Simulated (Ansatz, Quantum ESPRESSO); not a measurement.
## AlTl3 (Pm-3m): zone-centre phonons

Wanted: the vibrations of AlTl3 (Pm-3m) at Γ, by two programs.

Method: DFT PBEsol, scalar-relativistic, plane waves, PseudoDojo norm-conserving pseudopotentials, in Quantum ESPRESSO 7.5.

The structure was built from a prototype and need not be the compound's stable phase.

### Step 1. The structure

It takes space group Pm-3m (No. 221, cubic). Conventional cell: a = 4.632 Å, b = 4.632 Å, c = 4.632 Å, α = 90.00°, β = 90.00°, γ = 90.00°. Nearest to Al lie 12 Tl at 3.28 Å. Nearest to Tl lie 4 Al at 3.28 Å and 8 Tl at 3.28 Å. Farther neighbours are not listed.

### Step 2. A first look

A cheap run with smearing and empty bands tells whether the crystal has a gap, which decides between fixed occupations and smearing later on.

probe.in

```
 &control
    calculation='scf',
    prefix='x',
    outdir='./tmp',
    pseudo_dir='./pseudo',
    tprnfor=.true.,
    tstress=.true.,
    verbosity='high',
 /
 &system
    ibrav=0,
    nat=4,
    ntyp=2,
    ecutwfc=62.0,
    occupations='smearing',
    smearing='gaussian',
    degauss=0.01,
 /
 &electrons
    conv_thr=1.0d-07,
    mixing_beta=0.7,
    electron_maxstep=100,
 /
ATOMIC_SPECIES
 Al     26.9815  Al.upf
 Tl    204.3800  Tl.upf
CELL_PARAMETERS angstrom
     4.631665580    0.000000000    0.000000000
     0.000000000    4.631665580    0.000000000
     0.000000000    0.000000000    4.631665580
ATOMIC_POSITIONS crystal
 Al     0.000000000   0.000000000   0.000000000
 Tl     0.000000000   0.500000000   0.500000000
 Tl     0.500000000   0.000000000   0.500000000
 Tl     0.500000000   0.500000000   0.000000000
K_POINTS automatic
 4 4 4 0 0 0
```

On the command line:

```console
> OMP_NUM_THREADS=1 mpirun -n 4 pw.x -nk 4 -in probe.in > probe.out
```

What it wrote:

```text
[banners, grids, parts of the stress and lines that vanish by symmetry left out]
Program PWSCF v.7.5
     Message from routine setup:
     using ibrav=0 with symmetry is DISCOURAGED, use correct ibrav instead
[...]
kinetic-energy cutoff     =      62.0000  Ry
     charge density cutoff     =     248.0000  Ry
     scf convergence threshold =      1.0E-07
[...]
Exchange-correlation= PBESOL
                           (   1   4  10   8   0   0   0)
[...]
48 Sym. Ops., with inversion, found
[...]
(     0          1          0      )
                  (     0          0          1      )
[...]
(  0.0000000  1.0000000  0.0000000 )
                  (  0.0000000  0.0000000  1.0000000 )
[...]
(     0         -1          0      )
                  (     0          0          1      )
[...]
(     1          0          0      )
[...]
( -1.0000000  0.0000000  0.0000000 )
                  (  0.0000000  1.0000000  0.0000000 )
[...]
number of k points=    10  Gaussian smearing, width (Ry)=  0.0100
[...]
End of self-consistent calculation
[...]
the Fermi energy is    10.8771 ev
!    total energy              =    -368.71710682 Ry
[...]
convergence has been achieved in   6 iterations
[...]
atom    1 type  1   force =     0.00000000    0.00000000    0.00000000
     atom    2 type  2   force =     0.00000000    0.00000000    0.00000000
     atom    3 type  2   force =     0.00000000    0.00000000    0.00000000
     atom    4 type  2   force =     0.00000000    0.00000000    0.00000000
[...]
Total force =     0.000000     Total SCF correction =     0.000000
[...]
total   stress  (Ry/bohr**3)                   (kbar)     P=       21.78
[...]
XML data file, charge density, pseudopotentials, collected wavefunctions

   JOB DONE.
```

Run time: 6.1 s. Hardware: 4 MPI ranks of Arm Neoverse V2, shared host.

Numbers from this step:

| Property | Result |
| --- | --- |
| volume per atom | 24.84 Å³ |
| pressure | 2.178 GPa |
| gap on the k-mesh | 0 eV |

No gap opens on this mesh, so smearing is kept; the start stands at 2.2 GPa.

### Step 3. Relaxation

The relaxation runs at a cutoff a fifth above that of the response, since stress converges more slowly with the basis than frequencies do. Forces and stress are brought to rest with tight thresholds.

relax.in

```
 &control
    calculation='vc-relax',
    prefix='x',
    outdir='./tmp',
    pseudo_dir='./pseudo',
    tprnfor=.true.,
    tstress=.true.,
    forc_conv_thr=2.0d-05,
    etot_conv_thr=1.0d-07,
    nstep=40,
 /
 &system
    ibrav=0,
    nat=4,
    ntyp=2,
    ecutwfc=74,
    occupations='smearing',
    smearing='mv',
    degauss=0.02,
 /
 &electrons
    conv_thr=1.0d-11,
    mixing_beta=0.7,
    electron_maxstep=100,
 /
 &ions
 /
 &cell
    press_conv_thr=0.2,
 /
ATOMIC_SPECIES
 Al     26.9815  Al.upf
 Tl    204.3800  Tl.upf
CELL_PARAMETERS angstrom
     4.631665580    0.000000000    0.000000000
     0.000000000    4.631665580    0.000000000
     0.000000000    0.000000000    4.631665580
ATOMIC_POSITIONS crystal
 Al     0.000000000   0.000000000   0.000000000
 Tl     0.000000000   0.500000000   0.500000000
 Tl     0.500000000   0.000000000   0.500000000
 Tl     0.500000000   0.500000000   0.000000000
K_POINTS automatic
 8 8 8 0 0 0
```

On the command line:

```console
> OMP_NUM_THREADS=1 mpirun -n 4 pw.x -nk 4 -in relax.in > relax.out
```

What it wrote:

```text
[banners, grids, parts of the stress and lines that vanish by symmetry left out]
[banner, memory and clock lines left out]
Program PWSCF v.7.5

[...]
kinetic-energy cutoff     =      74.0000  Ry
     charge density cutoff     =     296.0000  Ry
     scf convergence threshold =      1.0E-11
[...]
energy convergence thresh.=      1.0E-07
     force convergence thresh. =      2.0E-05
     press convergence thresh. =      2.0E-01
     Exchange-correlation= PBESOL
                           (   1   4  10   8   0   0   0)
[...]
48 Sym. Ops., with inversion, found
[...]
number of k points=    35  Marzari-Vanderbilt smearing, width (Ry)=  0.0200
[...]
End of self-consistent calculation
[...]
the Fermi energy is    10.6413 ev
!    total energy              =    -368.72138527 Ry
[...]
convergence has been achieved in   9 iterations
[...]
atom    1 type  1   force =     0.00000000    0.00000000    0.00000000
     atom    2 type  2   force =     0.00000000    0.00000000    0.00000000
     atom    3 type  2   force =     0.00000000    0.00000000    0.00000000
     atom    4 type  2   force =     0.00000000    0.00000000    0.00000000
     Total force =     0.000000     Total SCF correction =     0.000000
[...]
total   stress  (Ry/bohr**3)                   (kbar)     P=       22.35
[...]
number of bfgs steps    =   0
[...]
CELL_PARAMETERS (angstrom)
[...]
ATOMIC_POSITIONS (crystal)
Al               0.0000000000        0.0000000000        0.0000000000
Tl               0.0000000000        0.5000000000        0.5000000000
Tl               0.5000000000        0.0000000000        0.5000000000
Tl               0.5000000000        0.5000000000        0.0000000000
[...]
New effective cutoffs (rho, wfc):  293.57   73.44
[...]
End of self-consistent calculation
[...]
the Fermi energy is    10.4708 ev
!    total energy              =    -368.72239827 Ry
[...]
convergence has been achieved in   7 iterations
[...]
atom    1 type  1   force =     0.00000000    0.00000000    0.00000000
     atom    2 type  2   force =     0.00000000    0.00000000    0.00000000
     atom    3 type  2   force =     0.00000000    0.00000000    0.00000000
     atom    4 type  2   force =     0.00000000    0.00000000    0.00000000
     Total force =     0.000000     Total SCF correction =     0.000000
[...]
total   stress  (Ry/bohr**3)                   (kbar)     P=       16.57
[...]
number of bfgs steps    =   1
[...]
CELL_PARAMETERS (angstrom)
[...]
ATOMIC_POSITIONS (crystal)
[...]
New effective cutoffs (rho, wfc):  291.14   72.83
[...]
End of self-consistent calculation
[...]
the Fermi energy is    10.2866 ev
!    total energy              =    -368.72318121 Ry
[...]
convergence has been achieved in   8 iterations
[...]
atom    1 type  1   force =     0.00000000    0.00000000    0.00000000
     atom    2 type  2   force =     0.00000000    0.00000000    0.00000000
     atom    3 type  2   force =     0.00000000    0.00000000    0.00000000
     atom    4 type  2   force =     0.00000000    0.00000000    0.00000000
     Total force =     0.000000     Total SCF correction =     0.000000
[...]
total   stress  (Ry/bohr**3)                   (kbar)     P=       10.59
[...]
number of bfgs steps    =   2
[...]
CELL_PARAMETERS (angstrom)
[...]
ATOMIC_POSITIONS (crystal)
[...]
New effective cutoffs (rho, wfc):  287.55   71.93
[...]
End of self-consistent calculation
[...]
the Fermi energy is    10.0167 ev
!    total energy              =    -368.72374006 Ry
[...]
convergence has been achieved in   8 iterations
[...]
atom    1 type  1   force =     0.00000000    0.00000000    0.00000000
     atom    2 type  2   force =     0.00000000    0.00000000    0.00000000
[...]
Total force =     0.000000     Total SCF correction =     0.000000
[...]
total   stress  (Ry/bohr**3)                   (kbar)     P=        2.32
[...]
number of bfgs steps    =   3
[...]
CELL_PARAMETERS (angstrom)
[...]
ATOMIC_POSITIONS (crystal)
[...]
New effective cutoffs (rho, wfc):  286.54   71.68
[...]
End of self-consistent calculation
[...]
the Fermi energy is     9.9412 ev
!    total energy              =    -368.72377044 Ry
[...]
convergence has been achieved in   8 iterations
[...]
Total force =     0.000000     Total SCF correction =     0.000000
[...]
total   stress  (Ry/bohr**3)                   (kbar)     P=        0.11
[...]
number of bfgs steps    =   4
[...]
CELL_PARAMETERS (angstrom)
[...]
ATOMIC_POSITIONS (crystal)
[...]
New effective cutoffs (rho, wfc):  286.49   71.67
[...]
End of self-consistent calculation
[...]
the Fermi energy is     9.9375 ev
!    total energy              =    -368.72377050 Ry
[...]
convergence has been achieved in   5 iterations
[...]
atom    1 type  1   force =     0.00000000    0.00000000    0.00000000
     atom    2 type  2   force =     0.00000000    0.00000000    0.00000000
     atom    3 type  2   force =     0.00000000    0.00000000    0.00000000
     atom    4 type  2   force =     0.00000000    0.00000000    0.00000000
     Total force =     0.000000     Total SCF correction =     0.000000
[...]
total   stress  (Ry/bohr**3)                   (kbar)     P=        0.00
[...]
bfgs converged in   6 scf cycles and   5 bfgs steps
[...]
End of BFGS Geometry Optimization
     Final enthalpy           =    -368.7237705043 Ry
     File ./tmp/x.bfgs deleted, as requested
[...]
CELL_PARAMETERS (angstrom)
[...]
ATOMIC_POSITIONS (crystal)
[...]
Tl               0.5000000000        0.0000000000        0.5000000000
Tl               0.5000000000        0.5000000000        0.0000000000
[...]
Final scf calculation at the relaxed structure.
[...]
kinetic-energy cutoff     =      74.0000  Ry
     charge density cutoff     =     296.0000  Ry
     scf convergence threshold =      1.0E-13
[...]
press convergence thresh. =      2.0E-01
     Exchange-correlation= PBESOL
                           (   1   4  10   8   0   0   0)
[...]
48 Sym. Ops., with inversion, found
[...]
number of k points=    35  Marzari-Vanderbilt smearing, width (Ry)=  0.0200
[...]
c_bands:  1 eigenvalues not converged
     c_bands:  1 eigenvalues not converged
     c_bands:  1 eigenvalues not converged
[...]
End of self-consistent calculation
[...]
the Fermi energy is     9.9375 ev
!    total energy              =    -368.72377492 Ry
[...]
convergence has been achieved in  11 iterations
[...]
atom    1 type  1   force =     0.00000000    0.00000000    0.00000000
     atom    2 type  2   force =     0.00000000    0.00000000    0.00000000
     atom    3 type  2   force =     0.00000000    0.00000000    0.00000000
     atom    4 type  2   force =     0.00000000    0.00000000    0.00000000
     Total force =     0.000000     Total SCF correction =     0.000000
[...]
total   stress  (Ry/bohr**3)                   (kbar)     P=       -0.00
[...]
XML data file, charge density, pseudopotentials, collected wavefunctions
```

Elapsed: 2.5 min, on 4 MPI ranks; 9.9 min of CPU time.

The steps of the relaxation:

| step | energy less that of the first step (eV) | largest force (eV/Å) | pressure (GPa) | volume (Å³) |
| --- | --- | --- | --- | --- |
| 1 | 0.0000 | 0.0000 | 2.24 | 99.36 |
| 2 | -0.0138 | 0.0000 | 1.66 | 100.50 |
| 3 | -0.0244 | 0.0000 | 1.06 | 101.76 |
| 4 | -0.0320 | 0.0000 | 0.23 | 103.67 |
| 5 | -0.0325 | 0.0000 | 0.01 | 104.21 |
| 6 | -0.0325 | 0.0000 | 0.00 | 104.24 |
| 7 | -0.0325 | 0.0000 | 0.00 | 104.24 |

| conventional cell, symmetrised | before | after | change |
| --- | --- | --- | --- |
| a (Å) | 4.632 | 4.706 | +1.6 % |
| b (Å) | 4.632 | 4.706 | +1.6 % |
| c (Å) | 4.632 | 4.706 | +1.6 % |
| volume (Å³/atom) | 24.84 | 26.06 | +4.9 % |

The relaxed structure:

```cif
data_structure
_symmetry_space_group_name_H-M 'P 1'
_symmetry_Int_Tables_number 1
_cell_length_a 4.7063
_cell_length_b 4.7063
_cell_length_c 4.7063
_cell_angle_alpha 90.000
_cell_angle_beta 90.000
_cell_angle_gamma 90.000
_cell_volume 104.24
loop_
_atom_site_label
_atom_site_type_symbol
_atom_site_fract_x
_atom_site_fract_y
_atom_site_fract_z
_atom_site_occupancy
Al1 Al 0.00000 0.00000 0.00000 1
Tl2 Tl 0.00000 0.50000 0.50000 1
Tl3 Tl 0.50000 0.00000 0.50000 1
Tl4 Tl 0.50000 0.50000 0.00000 1
```

The last row of the table of steps is pw.x's closing run on a basis chosen anew for the final cell, so its energy can jump.

This step gave:

- volume per atom: 26.06 Å³
- pressure: 0 GPa

The volume changes by +4.9 % from the cell with which this run began.

### Step 4. Self-consistent run for the response

Perturbation theory inherits every error of the wavefunctions, so the threshold is set near the limit of the arithmetic. Smearing stays on, as the first look found no gap above 0.3 eV.

scf.in

```
 &control
    calculation='scf',
    prefix='x',
    outdir='./tmp',
    pseudo_dir='./pseudo',
    tprnfor=.true.,
    tstress=.true.,
 /
 &system
    ibrav=0,
    nat=4,
    ntyp=2,
    ecutwfc=62.0,
    occupations='smearing',
    smearing='mv',
    degauss=0.02,
 /
 &electrons
    conv_thr=1.0d-12,
    mixing_beta=0.7,
    electron_maxstep=100,
 /
ATOMIC_SPECIES
 Al     26.9815  Al.upf
 Tl    204.3800  Tl.upf
CELL_PARAMETERS angstrom
     4.706311794    0.000000000    0.000000000
     0.000000000    4.706311794    0.000000000
     0.000000000    0.000000000    4.706311794
ATOMIC_POSITIONS crystal
 Al     0.000000000   0.000000000   0.000000000
 Tl     0.000000000   0.500000000   0.500000000
 Tl     0.500000000   0.000000000   0.500000000
 Tl     0.500000000   0.500000000   0.000000000
K_POINTS automatic
 8 8 8 0 0 0
```

On the command line:

```console
> OMP_NUM_THREADS=1 mpirun -n 4 pw.x -nk 4 -in scf.in > scf.out
```

What it wrote:

```text
[banners, grids, parts of the stress and lines that vanish by symmetry left out]
[banner, memory and clock lines left out]
Program PWSCF v.7.5

[...]
kinetic-energy cutoff     =      62.0000  Ry
     charge density cutoff     =     248.0000  Ry
     scf convergence threshold =      1.0E-12
[...]
Exchange-correlation= PBESOL
                           (   1   4  10   8   0   0   0)
[...]
48 Sym. Ops., with inversion, found
[...]
number of k points=    35  Marzari-Vanderbilt smearing, width (Ry)=  0.0200
[...]
End of self-consistent calculation
[...]
the Fermi energy is     9.9375 ev
!    total energy              =    -368.72371525 Ry
[...]
convergence has been achieved in  10 iterations
[...]
atom    1 type  1   force =     0.00000000    0.00000000    0.00000000
     atom    2 type  2   force =     0.00000000    0.00000000    0.00000000
     atom    3 type  2   force =     0.00000000    0.00000000    0.00000000
     atom    4 type  2   force =     0.00000000    0.00000000    0.00000000
     Total force =     0.000000     Total SCF correction =     0.000000
[...]
total   stress  (Ry/bohr**3)                   (kbar)     P=       -0.09
[...]
XML data file, charge density, pseudopotentials, collected wavefunctions
```

Wall time 22 s (4 MPI ranks); 89 s of CPU time.

Read from the output:

| Property | Result |
| --- | --- |
| pressure | -0.009 GPa |

The cell stands at -0.009 GPa, close enough for phonons.

(Continued in part 2 of 3.)

[Host names and launcher messages were left out of these logs when they were recorded.]

[Logs are printed without paths, hosts, clocks, repeated set-up lines and the standing remarks that a program may print on its own settings, such as how far it seeks lower states.]

[Hosts, paths, dates, database ids (printed as entryN), source tags and the programs' standing remarks are cut or masked in the printed files.]
